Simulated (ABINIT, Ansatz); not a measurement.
# SiC (F-43m): G0W0 with ABINIT, start to end

Wanted: ground state, empty states, screening and self-energy for SiC (F-43m).

Program: ABINIT 10.8.3. Level of theory: PBE and many-body steps on it, plane waves. Results are calculated unless marked as measured.

**What was measured.**

- Gap 2.39 eV: band gap at cryogenic temperature; bulk crystal (literature value) (quoted in “Silicon carbide diodes for neutron detection”, 2020, arxiv:2009.14696).

- Gap 2.4 eV: Tauc optical (indirect) gap of annealed polycrystalline 3C-SiC; UV-VIS spectroscopic ellipsometry, Tauc analysis; film (CVD ultrathin polycrystalline film, annealed, about 5 nm grains) (“On-Demand CMOS-Compatible Fabrication of Ultrathin Self-Aligned SiC Nanowire Arrays”, 2018, pmc:6267454).

Report form: the programs' logs are mostly left out.

## 1. The starting structure

It takes space group F-43m (No. 216, cubic). Conventional cell: a = 4.358 Å, b = 4.358 Å, c = 4.358 Å, α = 90.00°, β = 90.00°, γ = 90.00°. Si has 4 C at 1.89 Å nearest. Nearest to C lie 4 Si at 1.89 Å. Farther neighbours are not listed.

The cell and positions come from the Crystallography Open Database and are kept as given unless a step says otherwise.

## 2. Ground state

This step: ABINIT 10.8.3; DFT, PBE, plane waves, norm-conserving pseudopotentials.

The ground-state density comes first.

Input file run.abi:

```
acell 3*1.0 Angstrom
rprim 
  -0.000000000000 2.179000000000 2.179000000000
  2.179000000000 0.000000000000 2.179000000000
  2.179000000000 2.179000000000 -0.000000000000
ntypat 2
znucl 14 6
natom 2
typat 1 2
xred 
  0.000000000000 0.000000000000 0.000000000000
  0.250000000000 0.250000000000 0.250000000000
pp_dirpath "pseudos"
pseudos "Si.upf, C.upf"
ecut 37
ngkpt 8 8 8
nshiftk 1
shiftk 0 0 0
kptopt 1
chksymbreak 0
nband 9
occopt 1
tolvrs 1e-10
nstep 60
prtwf 0
optforces 0
optstress 0
indata_prefix "in"
outdata_prefix "out"
tmpdata_prefix "tmp"
```

The run is started by

```
> OMP_NUM_THREADS=1 mpirun -n 8 abinit run.abi > log
```

Run time: 5.3 s. Hardware: 8 MPI ranks of Intel Xeon at 2.80GHz (Skylake/Cascade Lake), shared host; peak memory 0.42 GiB; 37 s of CPU time.

Numbers from this step:

| Property | Result |
| --- | --- |
| total energy | -279.4551 eV |
| gap | 1.361 eV |
| k of the valence top | 0, 0, 0 |
| k of the conduction bottom | 0.5, 0.5, 0 |
| least direct gap | 4.553 eV |

The gap is indirect, with the least direct gap 3.19 eV higher.

## 3. Bands along the symmetry lines

The cheap functional maps the bands first; the places of the edges decide which points the dearer methods must see.

Input file run.abi:

```
acell 3*1.0 Angstrom
rprim 
  -0.000000000000 2.179000000000 2.179000000000
  2.179000000000 0.000000000000 2.179000000000
  2.179000000000 2.179000000000 -0.000000000000
ntypat 2
znucl 14 6
natom 2
typat 1 2
xred 
  0.000000000000 0.000000000000 0.000000000000
  0.250000000000 0.250000000000 0.250000000000
pp_dirpath "pseudos"
pseudos "Si.upf, C.upf"
ecut 37
iscf -2
irdden 1
kptopt 0
nkpt 50
kpt 
  0.00000000 0.00000000 0.00000000
  -0.06250000 -0.06250000 0.00000000
  -0.12500000 -0.12500000 0.00000000
  -0.18750000 -0.18750000 0.00000000
  -0.25000000 -0.25000000 0.00000000
  -0.31250000 -0.31250000 0.00000000
  -0.37500000 -0.37500000 0.00000000
  -0.43750000 -0.43750000 0.00000000
  -0.50000000 -0.50000000 0.00000000
  -0.48437500 -0.48437500 0.03125000
  -0.46875000 -0.46875000 0.06250000
  -0.45312500 -0.45312500 0.09375000
  -0.43750000 -0.43750000 0.12500000
  -0.42187500 -0.42187500 0.15625000
  -0.40625000 -0.40625000 0.18750000
  -0.39062500 -0.39062500 0.21875000
  -0.37500000 -0.37500000 0.25000000
  -0.37500000 0.00000000 0.37500000
  -0.32812500 0.00000000 0.32812500
  -0.28125000 0.00000000 0.28125000
  -0.23437500 0.00000000 0.23437500
  -0.18750000 0.00000000 0.18750000
  -0.14062500 0.00000000 0.14062500
  -0.09375000 0.00000000 0.09375000
  -0.04687500 0.00000000 0.04687500
  0.00000000 0.00000000 0.00000000
  0.00000000 0.00000000 0.06250000
  0.00000000 0.00000000 0.12500000
  0.00000000 0.00000000 0.18750000
  0.00000000 0.00000000 0.25000000
  0.00000000 0.00000000 0.31250000
  0.00000000 0.00000000 0.37500000
  0.00000000 0.00000000 0.43750000
  0.00000000 0.00000000 0.50000000
  -0.06250000 -0.03125000 0.46875000
  -0.12500000 -0.06250000 0.43750000
  -0.18750000 -0.09375000 0.40625000
  -0.25000000 -0.12500000 0.37500000
  -0.31250000 -0.15625000 0.34375000
  -0.37500000 -0.18750000 0.31250000
  -0.43750000 -0.21875000 0.28125000
  -0.50000000 -0.25000000 0.25000000
  -0.50000000 -0.28125000 0.21875000
  -0.50000000 -0.31250000 0.18750000
  -0.50000000 -0.34375000 0.15625000
  -0.50000000 -0.37500000 0.12500000
  -0.50000000 -0.40625000 0.09375000
  -0.50000000 -0.43750000 0.06250000
  -0.50000000 -0.46875000 0.03125000
  -0.50000000 -0.50000000 0.00000000
istwfk *1
nband 11
nbdbuf 2
tolwfr 1e-08
nstep 40
prtwf 0
prtvol 0
indata_prefix "in"
outdata_prefix "out"
tmpdata_prefix "tmp"
```

Wall time 5.5 s (8 MPI ranks); peak memory 0.54 GiB; 42 s of CPU time.

Numbers from this step:

* gap: 1.361 eV
* k of the valence top: 0, 0, 0
* k of the conduction bottom: -0.5, -0.5, 0
* least direct gap: 4.553 eV

The gap is 1.361 eV, as in the run before at this level.

The electronic bands at the labelled points (eV, zero at the top of the highest filled band; v1 is the highest filled band, c1 the lowest empty one):

```
    point      v4     v3     v2     v1    c1    c2     c3     c4
        Γ  -15.41   0.00   0.00   0.00  6.22  7.31   7.31   7.31
  halfway  -13.81  -3.35  -1.94  -1.94  4.06  6.35  10.58  10.58
        X  -10.39  -7.80  -3.19  -3.19  1.36  4.33  14.00  14.00
  halfway  -10.34  -7.64  -4.23  -3.04  2.10  5.31  13.33  13.54
        U  -10.39  -7.28  -5.55  -2.60  3.11  7.78  11.84  12.45
jump to K  -10.39  -7.28  -5.55  -2.60  3.11  7.78  11.84  12.45
  halfway  -13.64  -4.48  -2.93  -0.54  6.77  7.84   8.25   9.05
        Γ  -15.41   0.00   0.00   0.00  6.22  7.31   7.31   7.31
  halfway  -14.21  -4.30  -0.61  -0.61  5.99  7.91   7.91   9.35
        L  -11.84  -8.54  -1.05  -1.05  5.43  7.23   7.23  10.05
  halfway  -11.20  -7.83  -3.71  -2.26  5.25  7.28  10.15  11.00
        W  -10.16  -7.03  -4.99  -4.69  5.21  9.44   9.45   9.79
  halfway  -10.28  -7.49  -4.07  -4.05  3.06  6.02  11.94  13.32
        X  -10.39  -7.80  -3.19  -3.19  1.36  4.33  14.00  14.00
```

## 4. Empty states on the mesh, 8×8×8 mesh, 387 bands

The sums over transitions need many empty states on a uniform mesh; this step solves for them.

Input file run.abi:

```
acell 3*1.0 Angstrom
rprim 
  -0.000000000000 2.179000000000 2.179000000000
  2.179000000000 0.000000000000 2.179000000000
  2.179000000000 2.179000000000 -0.000000000000
ntypat 2
znucl 14 6
natom 2
typat 1 2
xred 
  0.000000000000 0.000000000000 0.000000000000
  0.250000000000 0.250000000000 0.250000000000
pp_dirpath "pseudos"
pseudos "Si.upf, C.upf"
ecut 37
ngkpt 8 8 8
nshiftk 1
shiftk 0 0 0
kptopt 1
chksymbreak 0
irdden 1
istwfk *1
nband 387
prtvol 0
optdriver 6
gwr_task "HDIAGO"
paral_kgb 0
occopt 1
indata_prefix "in"
outdata_prefix "out"
tmpdata_prefix "tmp"
```

Wall time 13 s (8 MPI ranks); peak memory 1.4 GiB.

Numbers from this step:

```yaml
gap: 1.361 eV
k_of_the_valence_top: 0, 0, 0
k_of_the_conduction_bottom: 0.5, 0.5, 0
least_direct_gap: 4.553 eV
k_points_computed: 29
lowest_point_of_the_top_converged_band_above_the_valence_top: 377.4434 eV
```

On this mesh the gap is 1.361 eV.

## 5. Screening, 8×8×8 mesh, 379 bands, screening to 435.4 eV

The RPA dielectric matrix is built and inverted for each q.

This step: RPA screening on PBE, plane waves, norm-conserving pseudopotentials.

run.abi, as its differences from that of step 4:

```diff
@@ -20,10 +20,11 @@
 chksymbreak 0
-irdden 1
 istwfk *1
-nband 387
-prtvol 0
-optdriver 6
-gwr_task "HDIAGO"
-paral_kgb 0
 occopt 1
+irdwfk 1
+optdriver 3
+nband 379
+ecuteps 16
+inclvkb 2
+awtr 1
+symchi 1
 indata_prefix "in"
```

Wall time 10 min (8 MPI ranks); peak memory 6.1 GiB; 83 min of CPU time.

This step gave:

| Property | Result |
| --- | --- |
| ε∞ with local fields, on this mesh, along the program's q direction | 6.670 |
| the same without local fields | 7.311 |
| plasma frequency | 23.09 eV |
| plane waves in the screening matrix | 411 |

Local fields lower ε∞ by 9 %.

## 6. Self-energy, 8×8×8 mesh, 379 bands, screening to 435.4 eV

The self-energy is evaluated for the states that the input lists, and the levels follow from it, in one-shot runs by the linearised quasiparticle equation.

This step: G0W0 on PBE, plane waves, norm-conserving pseudopotentials.

run.abi, as its differences from that of step 5:

```diff
@@ -23,8 +23,17 @@
 irdwfk 1
-optdriver 3
+optdriver 4
 nband 379
+gwcalctyp 0
+ecutsigx 37
+symsigma 1
+nkptgw 2
+kptgw 
+  0.0000000000 0.0000000000 0.0000000000
+  0.5000000000 0.5000000000 0.0000000000
+bdgw 
+  2 8
+  3 6
 ecuteps 16
-inclvkb 2
-awtr 1
-symchi 1
+irdscr 1
+ppmodel 1
 indata_prefix "in"
```

The job ended after 2.6 min (8 MPI ranks; peak memory 6 GiB).

This step gave:

| Quantity | Value |
| --- | --- |
| G0W0 gap on the points computed | 2.177 eV |
| starting gap on the mesh | 1.361 eV |
| k of the valence top | 0, 0, 0 |
| k of the conduction bottom | 0.5, 0.5, 0 |
| Z at the valence top | 0.791 |
| Z at the conduction bottom | 0.82 |
| least direct G0W0 gap on the computed points | 5.634 eV |

The gap on the mesh goes from 1.36 eV to 2.18 eV, a correction of +0.82 eV.

Limits: finite bands, cutoff and mesh. v1 is the top filled band, c1 the lowest empty one. Levels before and after the correction, in eV, zero at the valence-band top of each column:

```
           conduction bottom  valence top
Kohn-Sham               1.36         0.00
     G0W0               2.18         0.00
```

```
                       level  energy (eV)
Kohn-Sham            Γ v3-v1        0.000
Kohn-Sham               Γ c1        6.223
Kohn-Sham            Γ c2-c4        7.311
Kohn-Sham  (0.5 0.5 0) v2-v1       -3.192
Kohn-Sham     (0.5 0.5 0) c1        1.361
Kohn-Sham     (0.5 0.5 0) c2        4.333
     G0W0            Γ v3-v1        0.000
     G0W0               Γ c1        7.147
     G0W0            Γ c2-c4        8.283
     G0W0  (0.5 0.5 0) v2-v1       -3.457
     G0W0     (0.5 0.5 0) c1        2.177
     G0W0     (0.5 0.5 0) c2        5.316
```

## 7. Where the time went

Times are wall times on 8 MPI ranks of Intel Xeon at 2.80GHz (Skylake/Cascade Lake), shared host, good to a factor of about two.

```
                          step     time  share  memory (GiB)
                  ground state    5.3 s    1 %          0.42
bands along the symmetry lines    5.5 s    1 %          0.54
      empty states on the mesh     13 s    2 %           1.4
                     screening   10 min   78 %           6.1
                   self-energy  2.6 min   19 %           6.0
```

## 8. Summary of results

| Quantity | Value |
| --- | --- |
| PBE gap | 1.36 eV, indirect |
| G0W0 gap on the mesh | 2.18 eV |
| GW settings | 8×8×8 mesh, 379 bands, screening to 435.4 eV, Godby-Needs plasmon pole |
| known limits | not at the basis limit |

G0W0 moves the gap on the mesh from 1.36 eV to 2.18 eV (+0.82 eV), with Z of 0.79 and 0.82 at the edges. Local fields lower the RPA ε∞ on this mesh from 7.31 to 6.67. Only 2 of the mesh's irreducible points were corrected, so a valley elsewhere could overtake. The dearest step here is «screening». Against experiment, by G0W0@PBE: the gap of 2.18 eV lies −0.21 eV from the measured 2.39 eV (kind not stated, quoted 2020); the gap of 2.18 eV lies −0.22 eV from the measured 2.4 eV (indirect, 2018). The calculation has static nuclei and no excitons; a measured gap holds zero-point and thermal motion, which mostly lowers it. Bands and cutoff are finite, so the gap is not at the basis limit. The miss can reach some tenths of an eV and take either sign; the mesh is an error of its own. In the G0W0 run levels were corrected at 2 k points alone, so a gap called «on the mesh» is the least over those, and an edge elsewhere would be missed.

[Paths, hosts, dates, memory and timing lines, banners, echoed tables and standing remarks are left out of the program output.]

[Logs are printed without paths, hosts, clocks, repeated set-up lines and the standing remarks that a program may print on its own settings, such as how far it seeks lower states.]

[Runs of the session that timed out or met a known fault of the program may be left out.]

[Hosts, paths, dates, database ids (printed as entryN), source tags and the programs' standing remarks are cut or masked in the printed files.]

[G0W0 gaps are taken among the corrected bands and points alone; a level outside them can change the order at an edge.]

[Where Ansatz stands beside ABINIT at settings called matched, ABINIT's density can come from a denser mesh and the files from another edition; pairs whose starting gaps differed by over 0.03 eV were left out, so agreement reads better than it is.]
